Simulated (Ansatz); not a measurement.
Planning a run of Ansatz 0.2.0 on SnO2 (Cassiterite). The input:

```yaml
crystal:
  lattice:
    - [4.738, 0.0, 0.0]
    - [0.0, 4.738, 0.0]
    - [0.0, 0.0, 3.1865]
  atoms:
    - { symbol: Sn, position: [0.0, 0.0, 0.0] }
    - { symbol: Sn, position: [0.5, 0.5, 0.5] }
    - { symbol: O, position: [0.3071, 0.3071, 0.0] }
    - { symbol: O, position: [0.1929, 0.8071, 0.5] }
    - { symbol: O, position: [0.6929, 0.6929, 0.0] }
    - { symbol: O, position: [0.8071, 0.1929, 0.5] }
kpoints:
  mp_grid: { grid: [4, 4, 4] }
  band_path:
    path:
      - [0.0, 0.0, 0.0]
      - [0.0, 0.5, 0.0]
      - [0.5, 0.5, 0.0]
      - [0.0, 0.0, 0.5]
      - [0.0, 0.5, 0.5]
      - [0.5, 0.5, 0.5]
    npoints: 1
hamiltonian:
  xc: hse06
scf:
  occupations: { method: fixed }
  n_extra_bands: 12
magnetization:
  noncollinear: true
  spin_orbit: true
output:
  eigenvalues: true
  write_density: true
  write_potential: true
  elf: true
  volumetric_format: npy
```

```sh
ansatz run input.yaml --threads 3 --pin off --max-ram 92160MiB --backend cuda --events-out ev --progress --plain --runs-dir out --devices 1 --max-vram 13GiB
```

How long will it take on 1 × NVIDIA H100 80GB HBM3 (shared by 6 runs) with 3 threads of AMD EPYC 7R13 (Zen 3), shared host, and how much memory?

It took 61 s; on shared hardware allow 31 s to 2 min. Peak host memory was 1.9 GiB. The sizes that set the cost: 1411 plane waves a state, 18 irreducible k points and 13 SCF cycles.

Exact exchange couples every pair of k points and filled bands, so it costs far more than a semilocal run.

[Paths, hosts, dates, memory and timing lines, banners, echoed tables and standing remarks are left out of the program output.]

[Logs are printed without paths, hosts, clocks, repeated set-up lines and the standing remarks that a program may print on its own settings, such as how far it seeks lower states.]

[Runs of the session that timed out or met a known fault of the program may be left out.]

[Cells called generated may have been cut or substituted from an entry of the Crystallography Open Database or the Materials Project.]

[Hosts, paths, dates, database ids (printed as entryN), source tags and the programs' standing remarks are cut or masked in the printed files.]
